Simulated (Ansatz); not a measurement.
# How Ti(0001) screens a field, part 2 of 2

Aim: image plane and induced charge of Ti(0001).

Ansatz 0.2.0; plane-wave DFT, PBE, Ansatz PAW.

So far. Step 9 (Single point, field 0.4 V/Å): The dipole is 0.233 e·Å.

### Step 10. The response

This step: plane-wave DFT, PBE, Ansatz PAW; screening of a field by a metal slab (Ansatz 0.2.0).

The dipoles give the slope, and the difference of two potentials shows where the field is screened.

This step gave:

```
equivalent conductor thickness p/(ε₀AE)      : 13.99 Å
distance between the outer atoms             : 9.369 Å
inner field over outer field                 : 0.001385
image plane, upper face                      : 2.287 Å
induced electrons on the upper face over ε₀E : -1.003
image plane, lower face                      : 2.288 Å
induced electrons on the lower face over ε₀E : 1.002
```

Table of dipole of the cell by applied field:

```csv
applied field (V/Å),dipole of the cell (e·Å)
-0.200,-0.117
-0.100,-0.0583
-0.050,-0.0291
0.000,-8.1e-7
0.050,0.0291
0.100,0.0583
0.200,0.117
0.400,0.233
```

Local field over the applied field, running mean. From the potentials at -0.05 and 0.05 V/Å; running mean over 2.342 Å. Local field over applied field against z:

z (Å), local field over applied field and a bar from the least value:
```
      4.5      0.982 ##############################
      5.0      0.960 #############################
      5.5      0.910 ############################
      6.0      0.814 #########################
      6.5      0.649 ####################
      7.0      0.426 ##############
      7.5      0.207 ########
      8.0      0.054 ###
      8.5     -0.032 #
      9.0     -0.053 
      9.5     -0.021 #
     10.0      0.002 ##
     10.5     -0.002 ##
     11.0     -0.006 #
     11.5     -0.004 #
     12.0      0.000 ##
     12.5      0.002 ##
     13.0      0.001 ##
     13.5      0.002 ##
     14.0      0.002 ##
     14.5      0.001 ##
     15.0      0.002 ##
     15.5      0.000 ##
     16.0     -0.005 #
     16.5     -0.006 #
     17.0      0.000 ##
     17.5      0.000 ##
     18.0     -0.031 #
     18.5     -0.054 
     19.0     -0.016 #
     19.5      0.088 ####
     20.0      0.259 #########
     20.5      0.487 ################
     21.0      0.699 ######################
     21.5      0.845 ##########################
     22.0      0.927 ############################
     22.5      0.967 #############################
     23.0      0.986 ##############################
```

Electrons, planar mean, per unit field. Table of induced electron density by z:

```csv
z (Å),induced electron density (e/Å³ per V/Å)
4.5,9.4e-5
5.0,2.2e-4
5.5,4.9e-4
6.0,0.00105
6.5,0.00208
7.0,0.00343
7.5,0.00401
8.0,0.00215
8.5,-0.00213
9.0,-9.0e-4
9.5,5.4e-4
10.0,2.1e-4
10.5,-2.1e-5
11.0,-1.4e-4
11.5,-7.0e-5
12.0,4.0e-5
12.5,-5.1e-5
13.0,4.1e-5
13.5,4.2e-5
14.0,-7.4e-5
14.5,-2.0e-6
15.0,4.6e-5
15.5,-4.4e-5
16.0,7.0e-5
16.5,1.5e-4
17.0,-3.2e-5
17.5,-3.5e-4
18.0,-1.3e-4
18.5,0.00136
19.0,0.00123
19.5,-0.00295
20.0,-0.00402
20.5,-0.00308
21.0,-0.00176
21.5,-8.6e-4
22.0,-4.0e-4
22.5,-1.8e-4
23.0,-7.5e-5
```

By hand: between -0.05 and 0.05 V/Å the dipole changes by 0.05827 e·Å, a slope of 0.5827 e·Å²/V. A perfect conductor of thickness t has p = ε₀AEt, so t = 180.95 × 0.5827 / 7.537 = 13.99 Å (e/ε₀ = 180.95 V·Å, A in Å²). Less the 9.37 Å between the outer atoms, and halved, that puts each image plane 2.31 Å out.

The induced dipole is that of a conductor 13.99 Å thick.

### Step 11. Varying the input: efield.ramp_width = 0.15

This step: plane-wave DFT, PBE, Ansatz PAW (Ansatz 0.2.0).

A run with a changed input: it repeats the earlier run at 0.05 V/Å with efield.ramp_width from 0.06 to 0.15.

input.yaml reads:

```yaml
crystal:
  lattice:
    - [2.95, 0.0, 0.0]
    - [1.475, 2.5547749412, 0.0]
    - [0.0, 0.0, 27.3692]
  atoms:
    - { symbol: Ti, position: [0.0, 0.0, 0.3288367946] }
    - { symbol: Ti, position: [0.6666666667, 0.6666666667, 0.4144183973] }
    - { symbol: Ti, position: [0.0, 0.0, 0.5] }
    - { symbol: Ti, position: [0.6666666667, 0.6666666667, 0.5855816027] }
    - { symbol: Ti, position: [0.0, 0.0, 0.6711632054] }
kpoints:
  mp_grid: { grid: [18, 18, 1] }
hamiltonian:
  xc: pbe
scf:
  occupations: { method: fermi_dirac, width: 0.1 }
  convergence: { dr2_threshold: 1.0e-10 }
efield:
  axis: 3
  dipole_correction: true
  ramp_position: 0.97
  ramp_width: 0.15
  amplitude: 0.05
output:
  forces: true
  write_potential: true
  write_density: true
  volumetric_format: npy
```

Launch:

```bash
$ ansatz run input.yaml --threads 2 --pin off --max-ram 3072MiB --backend cpu --events-out ev --progress --plain --runs-dir out
```

Numbers of over 12 decimals in the logs are rounded to 6 here.

Log:

```text
[...]
Crystal: 5 atoms, lattice volume = 206.270 Å³
Basis set: ecut = 420 eV, 3943 PW (Γ), exchange–correlation on 40×40×384 points (8 copies of the dense FFT grid, shifted against one another)
Bands: 36, of which v1, the nominal top of the filled ones, is band 30 counted from 1 (29 counted from 0)
Symmetry: 6 space group operations
k-points: 37 of 324 (time reversal used)
[...]
SCF iter   1: F=—  HF=-12500.290339 eV  |F-HF|=—  |Δ(HF+E_count)|=         —  Δρ=5.72e-2  dr2=1.05e2  ethr=3.10e-3  p=0.027 e·Å  D=2.36e-2 V/Å  ΔV_dip=-0.65 eV  dr2_dipole=4.16e-6  V_vac-E_F(+/−)=8.22/7.73 eV  ⟨swp⟩=8.9  Hψ=6476  notcnv=0
[...]
SCF iter  15: F=-12496.505598 eV  HF=-12496.505598 eV  |F-HF|=5.28e-11  |Δ(HF+E_count)|=  1.73e-10  Δρ=4.96e-8  dr2=5.47e-12  ethr=1.00e-12  p=0.029 e·Å  D=2.55e-2 V/Å  ΔV_dip=-0.70 eV  dr2_dipole=4.62e-13  V_vac-E_F(+/−)=4.68/4.24 eV  ⟨swp⟩=7.0  Hψ=6410  notcnv=0
WARN: efield: at this solve's end the planar-averaged density reaches 4.18e-5 e/Å³ inside the ramp window [0.9335, 0.1565] (bound 1e-5 e/Å³); the window's nearer edge stands 4.72 Å from this solve's nearest atom along the axis. Its free energy, forces, stress, dipole, levels and responses can be off, and this figure does not tell by how much. A short vacuum, a low `basis.ecutwfc` or `basis.ecutrho_ratio` and negative occupations (`scf.occupations.method`) can put density there. See the manual's quickstart, § The vacuum guard
SCF 1 converged in 15 iterations: F = -12496.505598 eV  dr2 = 5.47e-12
[...]
SCF converged after 15 iterations
Free energy (F): -12496.505598 eV
[...]
Internal energy: -12496.194977 eV  (E = F + TS)
E sigma→0 (E₀):  -12496.350287 eV
Entropy (-TS):   -0.310620 eV (-62.124 meV/atom)
Fermi energy:    3.181662 eV
Dipole field:    D = 0.025537 V/Å  (p = 0.029110 e·Å, saw-weighted, corrected)
Work function:   not extracted (applied field tilts the vacuum); planar V_es + V_field profile in the machine report
[...]
Vacuum region:   at the solve's end the planar-averaged density reaches 4.18e-5 e/Å³ inside the ramp window [0.9335, 0.1565] (bound 1e-5 e/Å³)
[...]
--- Forces (eV/Å), atoms counted from 1 ---
  atom   1  Ti     0.00000000    -0.00000000     0.55447935
  atom   2  Ti    -0.00000000     0.00000000    -0.55694352
  atom   3  Ti     0.00000000    -0.00000000    -0.00003999
  atom   4  Ti     0.00000000     0.00000000     0.55662947
  atom   5  Ti    -0.00000000    -0.00000000    -0.55412306
  max |Σ_I F_I| component: 2.25e-6 eV/Å
--- Band table (eV; the first three rows and the last of 37) ---
  k-point 0: bands = [... 26 lower, 3.1394, 3.4329, 3.5942, 3.7879, 3.8779, 3.8779, 3.9049, 3.9049, ... 8 higher]
  k-point 1: bands = [... 26 lower, 3.1483, 3.3345, 3.5633, 3.6760, 3.7943, 3.8257, 3.8873, 3.9275, ... 8 higher]
  k-point 2: bands = [... 26 lower, 3.0963, 3.1657, 3.3510, 3.5647, 3.5890, 3.6924, 3.7889, 4.0667, ... 8 higher]
  k-point 36: bands = [... 26 lower, 2.0563, 2.4555, 2.5552, 2.9984, 3.1859, 3.2639, 3.2866, 3.2941, ... 8 higher]
```

Run time: 24 s. Hardware: 2 threads of Arm Neoverse V2, shared host; peak memory 0.53 GiB.

Numbers from this step:

| Item | Value |
| --- | --- |
| energy at zero smearing | -12496.3503 eV |
| dipole along the normal | 0.02911 e·Å |

Force by atom:

```csv
atom,x (eV/Å),y (eV/Å),z (eV/Å),size
Ti1,0.000,0.000,0.554,0.554
Ti2,0.000,0.000,-0.557,0.557
Ti3,0.000,0.000,0.000,0.000
Ti4,0.000,0.000,0.557,0.557
Ti5,0.000,0.000,-0.554,0.554
```

```csv
quantity,this run,earlier run,difference
dipole along the normal (e·Å),0.02911,0.02914,-2.5e-5
```

The dipole moves by under 0.5 % or 5e-5 e·Å.

### Step 12. The same run with other settings

Another changed input: it repeats the earlier run at 0.05 V/Å with basis.ecutrho_ratio to 6, kpoints.mp_grid.grid from [18, 18, 1] to [22, 22, 1] and scf.occupations.width from 0.1 to 0.15.

input.yaml, the sections that differ from step 11:

```yaml
kpoints:
  mp_grid: { grid: [22, 22, 1] }
scf:
  occupations: { method: fermi_dirac, width: 0.15 }
  convergence: { dr2_threshold: 1.0e-10 }
efield:
  axis: 3
  dipole_correction: true
  ramp_position: 0.97
  ramp_width: 0.06
  amplitude: 0.05
basis:
  ecutrho_ratio: 6
# crystal, hamiltonian, output: as in step 11
```

Log:

```text
band count auto-derived: 37 (N_el = 60.0; filled up to band 30; 36 by the electrons, moments and atoms)
[...]
Crystal: 5 atoms, lattice volume = 206.270 Å³
Basis set: ecut = 420 eV, 3943 PW (Γ), exchange–correlation on 50×50×450 points (8 copies of the dense FFT grid, shifted against one another)
Bands: 37, of which v1, the nominal top of the filled ones, is band 30 counted from 1 (29 counted from 0)
Symmetry: 6 space group operations
k-points: 52 of 484 (time reversal used)
[...]
SCF iter   1: F=—  HF=-12500.443737 eV  |F-HF|=—  |Δ(HF+E_count)|=         —  Δρ=5.66e-2  dr2=1.03e2  ethr=3.10e-3  p=0.027 e·Å  D=2.36e-2 V/Å  ΔV_dip=-0.65 eV  dr2_dipole=9.77e-9  V_vac-E_F(+/−)=8.24/7.63 eV  ⟨swp⟩=8.2  Hψ=19662  notcnv=0
[...]
SCF iter  14: F=-12496.696824 eV  HF=-12496.696824 eV  |F-HF|=2.55e-11  |Δ(HF+E_count)|=   3.42e-9  Δρ=9.92e-8  dr2=4.61e-11  ethr=1.00e-12  p=0.029 e·Å  D=2.54e-2 V/Å  ΔV_dip=-0.70 eV  dr2_dipole=7.95e-15  V_vac-E_F(+/−)=4.65/4.09 eV  ⟨swp⟩=10.5  Hψ=13200  notcnv=0
SCF 1 converged in 14 iterations: F = -12496.696824 eV  dr2 = 4.61e-11
[...]
SCF converged after 14 iterations
Free energy (F): -12496.696824 eV
[...]
Internal energy: -12496.014395 eV  (E = F + TS)
E sigma→0 (E₀):  -12496.355609 eV
Entropy (-TS):   -0.682428 eV (-136.486 meV/atom)
Fermi energy:    3.224066 eV
Dipole field:    D = 0.025449 V/Å  (p = 0.029010 e·Å, saw-weighted, corrected)
Work function:   not extracted (applied field tilts the vacuum); planar V_es + V_field profile in the machine report
[...]
--- Forces (eV/Å), atoms counted from 1 ---
  atom   1  Ti     0.00000000    -0.00000000     0.48184325
  atom   2  Ti     0.00000000     0.00000000    -0.49309193
  atom   3  Ti    -0.00000000    -0.00000000     0.00004313
  atom   4  Ti    -0.00000000     0.00000000     0.49295051
  atom   5  Ti    -0.00000000    -0.00000000    -0.48174474
  max |Σ_I F_I| component: 2.02e-7 eV/Å
--- Band table (eV; the first three rows and the last of 52) ---
  k-point 0: bands = [... 26 lower, 3.1876, 3.4865, 3.6543, 3.8406, 3.9372, 3.9372, 3.9633, 3.9633, ... 10 higher]
  k-point 1: bands = [... 26 lower, 3.1943, 3.4193, 3.6335, 3.7616, 3.8881, 3.9017, 3.9577, 3.9706, ... 10 higher]
  k-point 2: bands = [... 26 lower, 3.2028, 3.2551, 3.5040, 3.6657, 3.7147, 3.8015, 3.8884, 4.0669, ... 10 higher]
  k-point 51: bands = [... 26 lower, 2.1706, 2.5188, 2.6347, 3.0296, 3.2375, 3.3114, 3.3498, 3.3701, ... 10 higher]
```

Run time: 33 s. Hardware: 2 threads; peak memory 0.67 GiB; 66 s of CPU time.

This step gave:

* energy at zero smearing: -12496.3556 eV
* dipole along the normal: 0.02901 e·Å

Force by atom:

```csv
atom,x (eV/Å),y (eV/Å),z (eV/Å),size
Ti1,0.000,0.000,0.482,0.482
Ti2,0.000,0.000,-0.493,0.493
Ti3,0.000,0.000,0.000,0.000
Ti4,0.000,0.000,0.493,0.493
Ti5,0.000,0.000,-0.482,0.482
```

```csv
quantity,this run,earlier run,difference
dipole along the normal (e·Å),0.02901,0.02914,-1.3e-4
```

The dipole moves by under 0.5 % or 5e-5 e·Å. The run took 14 SCF cycles against 15.

### Step 13. What came out

```yaml
work_function: 4.42 eV
image_plane_upper_face: 2.29 Å
induced_electrons_on_the_upper_face_over_eps_0e: -1.00
equivalent_conductor_thickness_p_eps_0ae: 14.0 Å
inner_field_over_outer_field: 0.00138
```

**Reading.** The induced charge has its centre 2.29 Å outside the outermost atoms; this is the plane from which a capacitor's gap or an image potential counts. The equivalent conductor thickness exceeds the distance between the outer atoms by 4.62 Å, about the sum of the two image-plane distances. In the middle of the slab the field is screened to under 0.5 % of its outer value. The atoms are held at bulk positions with the tabulated experimental lattice constant.

[Logs are printed without paths, hosts, clocks, repeated set-up lines and the standing remarks that a program may print on its own settings, such as how far it seeks lower states.]

[Hosts, paths, dates, database ids (printed as entryN), source tags and the programs' standing remarks are cut or masked in the printed files.]

[Maps of the electrostatic potential energy from Ansatz leave out the sawtooth potential of an applied field or a dipole correction, so their vacuum need not be flat; planar profiles and work functions include it.]
